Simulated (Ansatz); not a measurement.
**How cost and error scale: (5,5) carbon nanotube bundle (80 atoms) repeated**

Wanted: cost and convergence against size for (5,5) carbon nanotube bundle (80 atoms).

Method: Kohn-Sham DFT, PBE+D3(BJ), PAW (set soft_2), plane waves, in Ansatz 0.2.0.

Report form: the programs' logs are mostly left out.

### Step 1. The starting structure

The cell holds 80 atoms: 80 C. Cell: a = 10.081 Å, b = 10.081 Å, c = 9.840 Å, α = 90.0°, β = 90.0°, γ = 120.0°. It derives from C (graphene). Graphene sheet (a = 2.46 Å) rolled into a (5,5) tube of diameter 6.78 Å, 4 periods, hexagonal bundle with 3.3 Å between walls; not relaxed, displaced by a Gaussian of 0.02 Å.

### Step 2. Plane waves, typed cell on a dense mesh

The typed cell on a k-mesh is the yardstick: it samples like Γ on the cell repeated as often as the mesh has points along each axis. Its own convergence isn't tested.

Input file input.yaml:

```yaml
crystal:
  lattice:
    - [10.08135, 0.0, 0.0]
    - [-5.04067, 8.7307, 0.0]
    - [0.0, 0.0, 9.84]
  atoms:
    - { symbol: C, position: [0.36789, 0.07802, 0.12667] }
    - { symbol: C, position: [0.38776, 0.15903, 0.99959] }
    - { symbol: C, position: [0.36617, 0.28726, 0.00204] }
    - { symbol: C, position: [0.33734, 0.33451, 0.12321] }
    - { symbol: C, position: [0.22941, 0.38713, 0.12669] }
    - { symbol: C, position: [0.15581, 0.38507, 0.25028] }
    - { symbol: C, position: [0.99679, 0.33403, 0.00067] }
    - { symbol: C, position: [0.91652, 0.28506, 0.12502] }
[... 68 atom lines left out ...]
    - { symbol: C, position: [0.99832, 0.66406, 0.87622] }
    - { symbol: C, position: [0.07828, 0.71178, 0.9979] }
    - { symbol: C, position: [0.22454, 0.83944, 0.00046] }
    - { symbol: C, position: [0.28957, 0.92121, 0.87403] }
kpoints:
  mp_grid: { grid: [4, 4, 4] }
hamiltonian:
  xc: pbe
  dispersion: d3bj
scf:
  occupations: { method: fermi_dirac, width: 0.05 }
output:
  forces: true
  stress: true
  populations: intrinsic
  dos:
    method: { smearing: { sigma: 0.15 } }
    de: 0.1
    projected: { site_lists: { C: [C] } }
  eigenvalues: true
```

On the command line:

```sh
$ ansatz run input.yaml --threads 5 --pin off --max-ram 81920MiB --backend cuda --events-out ev --progress --plain --runs-dir out
```

It took 8.4 s on 1 × NVIDIA H100 80GB HBM3 with 5 threads of AMD EPYC 7R13 (Zen 3), shared host; peak memory 1.5 GiB; 27 s of CPU time.

That memory is the host's; the program planned up to 19 GiB on the GPU.

Read from the output:

* free energy: -20068.8666 eV
* free energy per atom: -250.8608 eV/atom
* SCF cycles: 8
* pressure: 5.904 GPa
* r.m.s. force component: 1.173 eV/Å
* longest force: 4.586 eV/Å
* Fermi energy: 5.116 eV
* levels partly filled by over 2 per cent: 29

The r.m.s. force component of 1.2 eV/Å sets the scale for the differences below.

### Step 3. Plane waves, 80 atoms

The typed cell is solved at Γ alone, the coarsest sampling of the series.

input.yaml, the sections that differ from step 2:

```yaml
kpoints:
  mp_grid: { grid: [1, 1, 1] }
output:
  forces: true
# crystal, hamiltonian, scf: as in step 2
```

Run time: 1.6 s. Hardware: 1 × NVIDIA H100 80GB HBM3 with 5 threads; peak memory 0.95 GiB; 2.1 s of CPU time.

That memory is the host's; the program planned up to 3 GiB on the GPU.

The energy lies 4.26 meV/atom below the dense-mesh reference.

### Step 4. Support functions, 80 atoms

The typed cell is solved at Γ alone, now in support functions.

This step: Kohn-Sham DFT, PBE+D3(BJ), PAW (set soft_2), localised support functions (medium) (Ansatz 0.2.0).

input.yaml, as its differences from that of step 3:

```diff
@@ -14,2 +14,4 @@
   occupations: { method: fermi_dirac, width: 0.05 }
+  eigensolver: { kind: { support_functions: { accuracy: medium } } }
+  max_iter: 150
 output:
```

It took 2.4 s on 1 × NVIDIA H100 80GB HBM3 with 5 threads; peak memory 0.96 GiB; 4.6 s of CPU time.

That memory is the host's; the program planned up to 2.5 GiB on the GPU.

The program notes that the band table was not solved further than the SCF left it and it switched symmetry off.

It converged in 12 SCF cycles; the log is left out.

The energy lies 7.85 meV/atom below the dense-mesh reference, and 3.6 meV/atom below plane waves of the same size, an offset between the two bases that leaves the sampling error alike.

### Step 5. Plane waves, 640 atoms

The cell is repeated and solved at Γ in plane waves, whose cost grows towards the cube of the size.

This step: Kohn-Sham DFT, PBE+D3(BJ), PAW (set soft_2), plane waves (Ansatz 0.2.0).

input.yaml, the sections that differ from step 4:

```yaml
crystal:
  lattice:
    - [10.08135, 0.0, 0.0]
    - [-5.04067, 8.7307, 0.0]
    - [0.0, 0.0, 9.84]
  atoms:
    [... the 80 atom lines of step 2 ...]
  supercell: [2, 2, 2]
scf:
  occupations: { method: fermi_dirac, width: 0.05 }
# kpoints, hamiltonian, output: as in step 4
```

Wall time 7 s (1 × NVIDIA H100 80GB HBM3 with 5 threads); peak memory 1.9 GiB.

That memory is the host's; the program planned up to 31.3 GiB on the GPU.

It converged in 9 SCF cycles; the log is left out.

The energy lies 3.03 meV/atom below the dense-mesh reference.

### Step 6. Support functions, 640 atoms

The repeated cell is solved at Γ in support functions.

This step: Kohn-Sham DFT, PBE+D3(BJ), PAW (set soft_2), localised support functions (medium) (Ansatz 0.2.0).

input.yaml, as its differences from that of step 5:

```diff
@@ -15,2 +15,5 @@
   occupations: { method: fermi_dirac, width: 0.05 }
+  eigensolver: { kind: { support_functions: { accuracy: medium } } }
+  mixing: { beta: 0.4 }
+  max_iter: 150
 output:
```

The job ended after 8.8 s (1 × NVIDIA H100 80GB HBM3 with 5 threads; peak memory 2.1 GiB).

That memory is the host's; the program planned up to 11.6 GiB on the GPU.

Notices of the run: band edge not converged.

The energy lies 6.83 meV/atom below the dense-mesh reference, and 3.8 meV/atom below plane waves of the same size, an offset between the two bases that leaves the sampling error alike.

### Step 7. Support functions, 1440 atoms

input.yaml, the sections that differ from step 6:

```yaml
crystal:
  lattice:
    - [10.08135, 0.0, 0.0]
    - [-5.04067, 8.7307, 0.0]
    - [0.0, 0.0, 9.84]
  atoms:
    [... the 80 atom lines of step 2 ...]
  supercell: [3, 3, 2]
scf:
  occupations: { method: fermi_dirac, width: 0.05 }
  eigensolver: { kind: { support_functions: { accuracy: medium } } }
  mixing: { beta: 0.2 }
  max_iter: 150
# kpoints, hamiltonian, output: as in step 6
```

The job ended after 27 s (1 × NVIDIA H100 80GB HBM3 with 5 threads; peak memory 4.2 GiB; 39 s of CPU time).

That memory is the host's; the program planned up to 25.1 GiB on the GPU.

The energy lies 6.74 meV/atom below the dense-mesh reference.

### Step 8. Support functions, 3840 atoms

input.yaml, as its differences from that of step 7:

```diff
@@ -7,3 +7,3 @@
     [... the 80 atom lines of step 2 ...]
-  supercell: [3, 3, 2]
+  supercell: [4, 4, 3]
 kpoints:
```

Run time: 1.9 min. Hardware: 1 × NVIDIA H100 80GB HBM3 with 5 threads; peak memory 8.6 GiB.

That memory is the host's; the program planned up to 72.7 GiB on the GPU.

The energy lies 4.23 meV/atom below the dense-mesh reference.

### Step 9. Cost and error against size

Differences are against the typed cell on a 4×4×4 mesh, which samples like Γ on 5120 atoms (r.m.s. force component 1.17 eV/Å). Every repeated cell is solved at Γ, and forces are averaged over the copies of each atom. Hardware: 1 × NVIDIA H100 80GB HBM3 with 5 threads of AMD EPYC 7R13 (Zen 3), shared host.

```csv
atoms,repeats,basis,"Δ force, r.m.s. (meV/Å)",Δ energy (meV/atom),less plane waves of the same size (meV/atom),spread among copies (meV/Å),SCF cycles,time,host memory (GiB),planned on the GPU (GiB)
80,1×1×1,plane waves,274,-4.26,-,-,9,1.6 s,0.95,3
80,1×1×1,support functions,274,-7.85,-3.6,-,12,2.4 s,0.96,2.5
640,2×2×2,plane waves,30.5,-3.03,-,0,9,7 s,1.9,31
640,2×2×2,support functions,30.2,-6.83,-3.8,0.14,14,8.8 s,2.1,12
1440,3×3×2,support functions,30.2,-6.74,-,0.092,20,27 s,4.2,25
3840,4×4×3,support functions,49.6,-4.23,-,0.11,20,1.9 min,8.6,73
```

### Step 10. The reference in detail

The comparisons rest on this run, so its electronic structure is set out here.

Length of the force by element:

```csv
element,coordination,atoms,mean length of the force (eV/Å),spread,least,most
C,all,80,1.83,0.890,0.265,4.59
```

Intrinsic-atomic-orbital charges by element:

```csv
element,coordination,atoms,mean charge (e),spread,least,most
C,all,80,0,0.0032,-0.0071,0.0072
```

States in the cell by windows of 1 eV, zero at the Fermi level; the larger projections on atomic orbitals stand beside the total:

```csv
from (eV),to (eV),total,C p,C s
-18,-17,13.7,5.1,8.4
-17,-16,10.3,4.4,5.8
-16,-15,14.4,6.5,7.7
-15,-14,13.1,5.8,7.2
-14,-13,11.3,7.1,4.1
-13,-12,12.9,8.5,4.3
-12,-11,16.2,11.0,5.0
-11,-10,8.8,6.9,1.8
-10,-9,18.9,15.4,3.3
-9,-8,16.7,14.3,2.2
-8,-7,35.2,32.5,2.3
-7,-6,30.1,29.0,1.0
-6,-5,22.4,21.3,0.9
-5,-4,25.3,24.7,0.5
-4,-3,20.1,19.9,0.2
-3,-2,15.1,15.0,0.1
-2,-1,9.3,9.2,0.0
-1,0,2.7,2.7,0.0
0,1,4.1,4.0,0.0
1,2,17.1,16.3,0.3
2,3,14.8,13.7,0.3
3,4,11.8,8.4,0.4
4,5,15.2,10.0,0.8
```

Between -21 and -18 eV lie 23 more states.

The levels nearest the highest filled one (over half full), pooled over k-points and spins:

```csv
level less the highest filled one (eV),occupation
-0.0815,1.75
-0.0809,1.75
-0.0791,1.74
-0.0774,1.73
-0.0037,1.20
0,1.16
0.0402,0.766
0.0411,0.758
0.0499,0.677
0.118,0.233
0.120,0.223
0.123,0.213
```

Intrinsic-atomic-orbital charges run from -0.01 to +0.01 e. Within 0.4 eV of the Fermi level the largest share is C p (100 % of the projected weight).

### Step 11. Results

```json
{"free energy per atom": "-250.8608 eV/atom", "density": "1.842 g/cm³", "pressure": "5.904 GPa", "r.m.s. force component": "1.173 eV/Å", "wall time of the 7 DFT runs": "2.8 min"}
```

Repeating the cell at Γ samples more k-points: in plane waves the energy difference from the dense mesh goes from -4.26 meV/atom at 80 atoms to -3.03 at 640, and the force difference from 274 to 31 meV/Å. With plane waves, the time grows as the 0.7 power of the atom count between the two largest sizes, 80 and 640 atoms. The smaller run is short enough for fixed overheads to flatten this slope. With support functions, the time grows as the 1.5 power of the atom count between the two largest sizes, 1440 and 3840 atoms. At equal size the support functions lie 3.6 to 3.8 meV/atom below plane waves, likely because their grid holds more waves than 420 eV; no run tests this. Support functions take 1.5 times the time of plane waves at 80 atoms and 1.3 times at 640, so no crossover is reached among the sizes that both ran. Each time is a single run, so ratios and crossover are rough. The bases also began from different starting densities. At the largest size the support functions' forces differ from the reference by 4.2 % of the r.m.s. force, which holds the difference of sampling between the two as well as that of the basis.

No gap is quoted, since levels at the Fermi energy are partly filled.

Caveats: The geometry was built by rule, was displaced at random and isn't relaxed at this level: its force components are 1.2 eV/Å r.m.s. The pressure of 5.9 GPa belongs to a cell and atoms that aren't relaxed at this level.

[Logs are printed without paths, hosts, clocks, repeated set-up lines and the standing remarks that a program may print on its own settings, such as how far it seeks lower states.]

[Hosts, paths, dates, database ids (printed as entryN), source tags and the programs' standing remarks are cut or masked in the printed files.]
